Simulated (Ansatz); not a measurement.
## SrBe (hypothetical, Pm-3m): thermal expansion from first principles: finding the static equilibrium

Ansatz 0.2.0; DFT PBEsol, scalar-relativistic, plane waves, PAW.

The structure is cubic, space group Pm-3m (No. 221). Conventional cell: a = 3.690 Å, b = 3.690 Å, c = 3.690 Å, α = 90.00°, β = 90.00°, γ = 90.00°. Nearest to Sr lie 8 Be at 3.20 Å. Nearest to Be lie 8 Sr at 3.20 Å. Farther neighbours are not listed.

Step by step:

| step | energy less that of the first step (eV) | largest force component (eV/Å) | pressure (GPa) | volume (Å³) |
| --- | --- | --- | --- | --- |
| 1 | 0.0000 | 0.0000 | 0.24 | 50.23 |
| 2 | -0.0002 | 0.0000 | -0.04 | 50.67 |
| 3* | -0.0003 | 0.0000 | -0.04 | 50.67 |

Relaxation steps marked * repeat the geometry before them on a plane-wave basis chosen anew for their cell, so energy and pressure can jump there.

Forces are held to the 48 operations that the run works with; a distortion that breaks them can't arise in this run.

| conventional cell, symmetrised | before | after | change |
| --- | --- | --- | --- |
| a (Å) | 3.690 | 3.700 | +0.3 % |
| b (Å) | 3.690 | 3.700 | +0.3 % |
| c (Å) | 3.690 | 3.700 | +0.3 % |
| volume (Å³/atom) | 25.11 | 25.33 | +0.9 % |

Final coordinates:

```
Sr Be
1.0
     3.70037    0.00000    0.00000
     0.00000    3.70037    0.00000
     0.00000    0.00000    3.70037
Sr Be
1 1
Direct
  0.50000 0.50000 0.50000
  0.00000 0.00000 0.00000
```

Numbers from this step:

- pressure: -0.04006 GPa
- volume per atom: 25.33 Å³

What was run to get this?

The system, level and task follow from the heading and the kind of results. Meshes, cutoffs and thresholds can't be read from the results; these are the ones that the run used.

File input.yaml:

```yaml
crystal:
  lattice:
    - [3.68962, 0.0, 0.0]
    - [0.0, 3.68962, 0.0]
    - [0.0, 0.0, 3.68962]
  atoms:
    - { symbol: Sr, position: [0.5, 0.5, 0.5] }
    - { symbol: Be, position: [0.0, 0.0, 0.0] }
kpoints:
  mp_grid: { grid: [12, 12, 12] }
hamiltonian:
  xc: pbesol
scf:
  occupations: { method: gaussian, width: 0.1 }
output:
  forces: true
  stress: true
  eigenvalues: true
relax:
  adjacent_minimum: "off"
  f_tol: 0.005
  max_steps: 80
  cell: { stress_tol: 0.05 }
```

Launch:

```bash
ansatz run input.yaml --threads 4 --pin off --max-ram 8192MiB --backend cpu --events-out ev --progress --plain --runs-dir out
```

[Logs are printed without paths, hosts, clocks, repeated set-up lines and the standing remarks that a program may print on its own settings, such as how far it seeks lower states.]

[Hosts, paths, dates, database ids (printed as entryN), source tags and the programs' standing remarks are cut or masked in the printed files.]

[A step with changed settings may run another functional than the one named; its input shows which.]
